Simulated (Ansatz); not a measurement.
# Cs on V(100): change of the work function, part 3 of 4

How does one ordered layer of Cs (hollow site) change the work function of V(100), and what dipole does each adsorbate carry?

Ansatz 0.2.0; plane-wave DFT, PBE-D3(BJ), Ansatz PAW.

So far, work function, upper face (eV): step 2 (the clean slab) 3.71; step 3 (21 atoms, coverage 0.25 ML, cell 2x2) 1.61.

## Step 5: The slab at 0.25 ML, atoms frozen

This step: plane-wave DFT, PBE-D3(BJ), Ansatz PAW (Ansatz 0.2.0).

To see where the charge goes, the covered slab, the bare substrate and the adsorbate layer are each run at the same frozen positions and on the same grid.

File input.yaml:

```yaml
crystal:
  lattice:
    - [6.04, 0.0, 0.0]
    - [0.0, 6.04, 0.0]
    - [0.0, 0.0, 27.2837965635]
  atoms:
    - { symbol: V, position: [0.0, 0.0, 0.3298661159] }
    - { symbol: V, position: [0.25, 0.25, 0.3852103199] }
    - { symbol: V, position: [0.0012452746, 0.0012452746, 0.4376386706] }
    - { symbol: V, position: [0.25, 0.25, 0.4943168018] }
    - { symbol: V, position: [-0.005188194, -0.005188194, 0.5387404927] }
    - { symbol: V, position: [0.0, 0.5, 0.3298661159] }
    - { symbol: V, position: [0.25, 0.75, 0.3852103199] }
    - { symbol: V, position: [0.0012452746, 0.4987547254, 0.4376386706] }
    - { symbol: V, position: [0.25, 0.75, 0.4926560084] }
    - { symbol: V, position: [-0.005188194, 0.505188194, 0.5387404927] }
    - { symbol: V, position: [0.5, 0.0, 0.3298661159] }
    - { symbol: V, position: [0.75, 0.25, 0.3852103199] }
    - { symbol: V, position: [0.4987547254, 0.0012452746, 0.4376386706] }
    - { symbol: V, position: [0.75, 0.25, 0.4926560084] }
    - { symbol: V, position: [0.505188194, -0.005188194, 0.5387404927] }
    - { symbol: V, position: [0.5, 0.5, 0.3298661159] }
    - { symbol: V, position: [0.75, 0.75, 0.3852103199] }
    - { symbol: V, position: [0.4987547254, 0.4987547254, 0.4376386706] }
    - { symbol: V, position: [0.75, 0.75, 0.4915314545] }
    - { symbol: V, position: [0.505188194, 0.505188194, 0.5387404927] }
    - { symbol: Cs, position: [0.25, 0.25, 0.6542443337] }
kpoints:
  mp_grid: { grid: [5, 5, 1] }
hamiltonian:
  xc: pbe
  dispersion: d3bj
scf:
  occupations: { method: fermi_dirac, width: 0.1 }
  convergence: { dr2_threshold: 1.0e-08 }
efield:
  axis: 3
  dipole_correction: true
  ramp_position: 0.97
  ramp_width: 0.06
output:
  write_potential: true
  write_density: true
  volumetric_format: npy
```

The run is started by

```console
ansatz run input.yaml --threads 4 --pin off --max-ram 6144MiB --backend cpu --events-out ev --progress --plain --runs-dir out
```

Numbers of over 12 decimals in the logs are rounded to 6 here.

Output:

```text
[...]
Crystal: 21 atoms, lattice volume = 995.357 Å³
Basis set: ecut = 420 eV, 19447 PW (Γ)
Bands: 162, of which v1, the nominal top of the filled ones, is band 135 counted from 1 (134 counted from 0)
Symmetry: 8 space group operations
[...]
k-points: 6 of 25
[...]
SCF iter   1: F=—  HF=-63918.972665 eV  |F-HF|=—  |Δ(HF+E_count)|=         —  Δρ=1.95e-2  dr2=4.66e1  ethr=1.77e-3  p=0.603 e·Å  D=1.10e-1 V/Å  ΔV_dip=-2.99 eV  dr2_dipole=2.06e1  V_vac-E_F(+/−)=0.90/3.89 eV  ⟨swp⟩=11.8  Hψ=4562  notcnv=0
[...]
SCF iter  12: F=-63918.321016 eV  HF=-63918.321016 eV  |F-HF|=3.86e-10  |Δ(HF+E_count)|=   2.99e-9  Δρ=3.68e-7  dr2=2.31e-9  ethr=3.72e-12  p=0.446 e·Å  D=8.12e-2 V/Å  ΔV_dip=-2.21 eV  dr2_dipole=6.85e-11  V_vac-E_F(+/−)=1.61/3.83 eV  ⟨swp⟩=13.5  Hψ=2573  notcnv=0
SCF 1 converged in 12 iterations: F = -63918.321016 eV  dr2 = 2.31e-9
[...]
SCF converged after 12 iterations
Free energy (F): -63918.321016 eV
[...]
Internal energy: -63917.422693 eV  (E = F + TS)
E sigma→0 (E₀):  -63917.871855 eV
Entropy (-TS):   -0.898323 eV (-42.777 meV/atom)
Fermi energy:    3.142138 eV
Dipole field:    D = 0.081154 V/Å  (p = 0.446404 e·Å, saw-weighted, corrected)
Work function:   Φ+ = 1.6150 eV   Φ− = 3.8293 eV
[...]
--- Band table (eV; the first three rows and the last of 6) ---
  k-point 0: bands = [... 131 lower, 2.8834, 3.1548, 3.2441, 3.3895, 3.3895, 3.5400, 3.5490, 3.5490, ... 23 higher]
  k-point 1: bands = [... 131 lower, 2.9933, 3.0804, 3.1538, 3.1602, 3.3466, 3.4611, 3.5184, 3.5533, ... 23 higher]
  k-point 2: bands = [... 131 lower, 2.9995, 3.0126, 3.0991, 3.1865, 3.2029, 3.2412, 3.4018, 3.4475, ... 23 higher]
  k-point 5: bands = [... 131 lower, 2.6394, 2.6689, 2.6870, 2.6890, 3.0878, 3.3832, 3.3901, 3.3956, ... 23 higher]
```

Wall time 54 s (4 threads of Arm Neoverse V2, shared host); peak memory 3.4 GiB.

This step gave:

```yaml
energy_at_zero_smearing: -63917.8719 eV
work_function_upper_face: 1.615 eV
dipole_along_the_normal: 0.4464 e·Å
step_between_the_vacuum_levels: -2.214 eV
```

The work function of the upper face is 1.62 eV.

## Step 6: The substrate of the 0.25 ML cell alone

System of this step: Cs/V(100), substrate alone, atoms held. The cell holds 20 atoms: 20 V. Cell: a = 6.040 Å, b = 6.040 Å, c = 27.284 Å, α = 90.0°, β = 90.0°, γ = 90.0°. Vacuum lies along c.

The second part, atoms unmoved.

Changes to input.yaml since step 5:

```diff
@@ -26,3 +26,2 @@
     - { symbol: V, position: [0.505188194, 0.505188194, 0.5387404927] }
-    - { symbol: Cs, position: [0.25, 0.25, 0.6542443337] }
 kpoints:
```

Output:

```text
[...]
Crystal: 20 atoms, lattice volume = 995.357 Å³
Basis set: ecut = 420 eV, 19447 PW (Γ)
Bands: 156, of which v1, the nominal top of the filled ones, is band 130 counted from 1 (129 counted from 0)
Symmetry: 8 space group operations
[...]
k-points: 6 of 25
[...]
SCF iter   1: F=—  HF=-58246.647708 eV  |F-HF|=—  |Δ(HF+E_count)|=         —  Δρ=1.58e-2  dr2=1.71e1  ethr=1.77e-3  p=0.048 e·Å  D=8.78e-3 V/Å  ΔV_dip=-0.24 eV  dr2_dipole=4.07e0  V_vac-E_F(+/−)=3.62/3.86 eV  ⟨swp⟩=11.7  Hψ=4065  notcnv=0
[...]
SCF iter  12: F=-58246.415333 eV  HF=-58246.415333 eV  |F-HF|=3.35e-10  |Δ(HF+E_count)|=   1.19e-8  Δρ=2.34e-7  dr2=1.63e-9  ethr=3.85e-12  p=0.022 e·Å  D=4.07e-3 V/Å  ΔV_dip=-0.11 eV  dr2_dipole=8.82e-11  V_vac-E_F(+/−)=3.72/3.83 eV  ⟨swp⟩=10.3  Hψ=2343  notcnv=0
SCF 1 converged in 12 iterations: F = -58246.415333 eV  dr2 = 1.63e-9
[...]
SCF converged after 12 iterations
Free energy (F): -58246.415333 eV
[...]
Internal energy: -58245.528652 eV  (E = F + TS)
E sigma→0 (E₀):  -58245.971993 eV
Entropy (-TS):   -0.886682 eV (-44.334 meV/atom)
Fermi energy:    1.904193 eV
Dipole field:    D = 0.004061 V/Å  (p = 0.022340 e·Å, saw-weighted, corrected)
Work function:   Φ+ = 3.7175 eV   Φ− = 3.8283 eV
[...]
--- Band table (eV; the first three rows and the last of 6) ---
  k-point 0: bands = [... 126 lower, 1.6654, 1.9102, 2.0119, 2.0120, 2.1581, 2.1581, 2.3198, 2.3198, ... 22 higher]
  k-point 1: bands = [... 126 lower, 1.7605, 1.7702, 1.9305, 1.9369, 1.9776, 2.2010, 2.2283, 2.2931, ... 22 higher]
  k-point 2: bands = [... 126 lower, 1.6875, 1.7843, 1.8122, 1.8661, 1.9530, 1.9691, 2.0067, 2.2299, ... 22 higher]
  k-point 5: bands = [... 126 lower, 1.3855, 1.4118, 1.4469, 1.4585, 1.4661, 1.8619, 2.1487, 2.1608, ... 22 higher]
```

Run time: 47 s. Hardware: 4 threads; peak memory 3.2 GiB.

This step gave:

| Item | Value |
| --- | --- |
| energy at zero smearing | -58245.9720 eV |
| work function, upper face | 3.717 eV |
| work function, lower face | 3.828 eV |
| dipole along the normal | 0.02234 e·Å |
| step between the vacuum levels | -0.1108 eV |

The work function of the upper face is 3.72 eV.

## Step 7: The adsorbate layer of the 0.25 ML cell alone

System of this step: Cs/V(100), adsorbate layer alone, atoms held. The cell holds 1 atom: 1 Cs. Cell: a = 6.040 Å, b = 6.040 Å, c = 27.284 Å, α = 90.0°, β = 90.0°, γ = 90.0°. Vacuum lies along c.

The third part; a free layer of atoms may carry a moment, so spin is on.

input.yaml, the sections that differ from step 6:

```yaml
crystal:
  lattice:
    - [6.04, 0.0, 0.0]
    - [0.0, 6.04, 0.0]
    - [0.0, 0.0, 27.2837965635]
  atoms:
    - { symbol: Cs, position: [0.25, 0.25, 0.6542443337], spin: 1.0 }
magnetization:
  spin_polarized: true
# kpoints, hamiltonian, scf, efield, output: as in step 6
```

Output:

```text
[...]
Crystal: 1 atoms, lattice volume = 995.357 Å³
Basis set: ecut = 420 eV, 19447 PW (Γ)
Bands: 9, of which v1, the nominal top of the filled ones, is band 5 counted from 1 (4 counted from 0)
Symmetry: 8 space group operations
k-points: 6 of 25
[...]
Starting moments: Σ|m| = 1 μB on 1 of 1 site
[...]
SCF iter   1: F=—  HF=-5670.332338 eV  |F-HF|=—  |Δ(HF+E_count)|=         —  Δρ=4.20e-3 (↑4.20e-3 ↓3.62e-3)  dr2=3.61e-2  dr2_m=1.39e-1  M=0.103 μB ∫|m|=0.105 μB  β_m=0.30  ethr=3.77e-4  p=0.000 e·Å  D=4.83e-9 V/Å  ΔV_dip=-0.00 eV  dr2_dipole=3.41e-11  V_vac-E_F(+/−)=2.19/2.19 eV  ⟨swp⟩=1.8  Hψ=1398  notcnv=0
[...]
spin=Collinear: LDOS preconditioning applied to the charge; magnetization (m = ρ↑ − ρ↓) channel mixes plain (no charge-response kernel on spin).
SCF iter   2: F=—  HF=-5670.399157 eV  |F-HF|=—  |Δ(HF+E_count)|=   6.68e-2  Δρ=2.94e-3 (↑2.94e-3 ↓2.60e-3)  dr2=2.20e-2  dr2_m=6.96e-2  M=0.083 μB ∫|m|=0.084 μB  β_m=0.30  ethr=3.77e-4  p=0.000 e·Å  D=1.09e-6 V/Å  ΔV_dip=-0.00 eV  dr2_dipole=1.94e-11  V_vac-E_F(+/−)=2.20/2.20 eV  ⟨swp⟩=2.0  Hψ=137  notcnv=0  κ⁻¹=1.0e0(r=1)
[...]
SCF iter   8: F=—  HF=-5670.470306 eV  |F-HF|=—  |Δ(HF+E_count)|=   1.12e-3  Δρ=3.54e-4 (↑3.53e-4 ↓3.54e-4)  dr2=1.67e-7  dr2_m=1.14e-3  M=0.024 μB ∫|m|=0.024 μB  β_m=0.38  ethr=5.31e-8  p=0.000 e·Å  D=5.14e-6 V/Å  ΔV_dip=-0.00 eV  dr2_dipole=1.04e-11  V_vac-E_F(+/−)=2.15/2.15 eV  ⟨swp⟩=2.3  Hψ=181  notcnv=0
[...]
spin-set hold released at iteration 8 (site moments contracting): the magnetisation degrees of freedom join the quasi-Newton model from the next iteration; the mixer history was flushed
SCF iter   9: F=—  HF=-5670.470992 eV  |F-HF|=—  |Δ(HF+E_count)|=   6.86e-4  Δρ=2.27e-4 (↑2.26e-4 ↓2.27e-4)  dr2=1.08e-7  dr2_m=4.67e-4  M=0.019 μB ∫|m|=0.019 μB  β_m=0.58  ethr=1.86e-9  p=0.000 e·Å  D=5.31e-6 V/Å  ΔV_dip=-0.00 eV  dr2_dipole=4.53e-12  V_vac-E_F(+/−)=2.15/2.15 eV  ⟨swp⟩=3.1  Hψ=239  notcnv=0
density mixer auto → msr1: a metal under ldos (density of states about μ 0.87 of a free-electron gas's, 30 screened modes)
SCF iter  10: F=—  HF=-5670.471514 eV  |F-HF|=—  |Δ(HF+E_count)|=   5.22e-4  Δρ=9.72e-6 (↑9.61e-6 ↓9.72e-6)  dr2=1.84e-8  dr2_m=8.52e-7  M=0.007 μB ∫|m|=0.007 μB  β_m=0.79  ethr=1.19e-9  p=0.000 e·Å  D=5.70e-6 V/Å  ΔV_dip=-0.00 eV  dr2_dipole=6.21e-14  V_vac-E_F(+/−)=2.15/2.15 eV  ⟨swp⟩=4.2  Hψ=265  notcnv=0
[...]
SCF iter  14: F=-5670.471533 eV  HF=-5670.471533 eV  |F-HF|=3.81e-10  |Δ(HF+E_count)|=   4.70e-9  Δρ=3.04e-8 (↑2.82e-8 ↓3.04e-8)  dr2=3.12e-12  dr2_m=7.62e-12  M=0.000 μB ∫|m|=0.000 μB  ethr=1.00e-12  p=0.000 e·Å  D=5.79e-6 V/Å  ΔV_dip=-0.00 eV  dr2_dipole=2.18e-14  V_vac-E_F(+/−)=2.15/2.15 eV  ⟨swp⟩=3.6  Hψ=248  notcnv=0
SCF 1 converged in 14 iterations: F = -5670.471533 eV  dr2 = 3.12e-12
[...]
WARN: the starting moments were not kept: the SCF closed with an absolute magnetisation of 2.0e-5 μB, where they sum to 1 μB in size (1 site). That is at most 0.1 of that sum. Measured as dr2_m measures the in/out step, that magnetisation stands 9.0e-12 eV from none, at or under the dr2_threshold of 1.0e-8 eV: it is no larger than a step whose dr2_m would equal this threshold. The system may hold no moment; this SCF  [...]
[...]
SCF converged after 14 iterations
Magnetization: 0.0000 μB (4.5000 up, 4.5000 down)
Absolute magnetization: 0.0000 μB (∫|ρ↑−ρ↓|, with the PAW one-centre terms)
[...]
Per-site moments (μB) at R_I (Å): [(8.148211474740458e-7, 2.4915)]
Free energy (F): -5670.471533 eV
[...]
Internal energy: -5670.417900 eV  (E = F + TS)
E sigma→0 (E₀):  -5670.444717 eV
Entropy (-TS):   -0.053634 eV (-53.634 meV/atom)
Fermi energy:    -1.589449 eV
Dipole field:    D = 0.000006 V/Å  (p = 0.000032 e·Å, saw-weighted, corrected)
Work function:   Φ+ = 2.1506 eV   Φ− = 2.1508 eV
[...]
--- Band table (eV; the first three rows and the last of 12) ---
[...]
```

It took 7.8 s on 4 threads; peak memory 1 GiB; 28 s of CPU time.

This step gave:

| Property | Result |
| --- | --- |
| energy at zero smearing | -5670.4447 eV |
| work function, upper face | 2.151 eV |
| dipole along the normal | 3.23e-5 e·Å |

At this spacing and smearing the free layer keeps no moment.

## Step 8: Where the charge went at 0.25 ML

This step: plane-wave DFT, PBE-D3(BJ), Ansatz PAW; density difference on adsorption (Ansatz 0.2.0).

The densities of the parts are taken from that of the whole and averaged over planes; the first moment of what is left gives the step in the potential.

This step gave:

```yaml
largest_charge_moved: 0.005187 e/Å²
potential_step_from_the_moved_charge: -2.103 eV
```

The electron density difference oscillates, so the rows of the table below give means over windows of 1 Å about each position, cut where the curve ends. Its maxima inside the range that stand out by 2 % of the span (Å: e/Å³): 10.5: 1.3e-4, 11.9: 5.3e-4, 14.1: 2.7e-4, 14.6: -0.00114, 16.1: 0.00749, 18.9: -7.0e-4. Its minima: 11.5: -1.7e-4, 13.5: -9.5e-4, 14.5: -0.00142, 15.1: -0.00388, 18.2: -0.00228, 19.8: -0.00133.

Planar mean, whole system less its parts. Table of electron density difference by z; means over each step:

z (Å), electron density difference (e/Å³) and a bar from the least value:
```
        4    0.00000 #######
        5    0.00000 #######
        6    0.00001 #######
        7    0.00002 #######
        8   -0.00007 ######
        9    0.00004 #######
       10   -0.00002 #######
       11   -0.00003 #######
       12    0.00023 ########
       13   -0.00052 #####
       14   -0.00042 #####
       15   -0.00143 #
       16    0.00632 ##############################
       17    0.00053 #########
       18   -0.00181 
       19   -0.00100 ###
       20   -0.00118 ##
       21   -0.00052 #####
       22   -0.00013 ######
       23   -0.00003 #######
       24    0.00000 #######
       25    0.00000 #######
```

Planar mean, whole system less its parts. Electrons moved below z against z:

```
z (Å)  electrons moved below z (e/Å²)
    4                          2.2e-7
    5                          1.4e-6
    6                          7.5e-6
    7                          3.0e-5
    8                          2.0e-5
    9                         -2.7e-5
   10                          5.8e-6
   11                          1.1e-5
   12                          1.2e-4
   13                         -4.1e-5
   14                         -4.4e-4
   15                        -0.00201
   16                         0.00143
   17                         0.00513
   18                         0.00374
   19                         0.00230
   20                         0.00112
   21                          3.1e-4
   22                          6.2e-5
   23                          9.3e-6
   24                          6.9e-7
   25                         -1.9e-7
```

(Continued in part 4 of 4.)

[Logs are printed without paths, hosts, clocks, repeated set-up lines and the standing remarks that a program may print on its own settings, such as how far it seeks lower states.]

[Hosts, paths, dates, database ids (printed as entryN), source tags and the programs' standing remarks are cut or masked in the printed files.]

[Maps of the electrostatic potential energy from Ansatz leave out the sawtooth potential of an applied field or a dipole correction, so their vacuum need not be flat; planar profiles and work functions include it.]
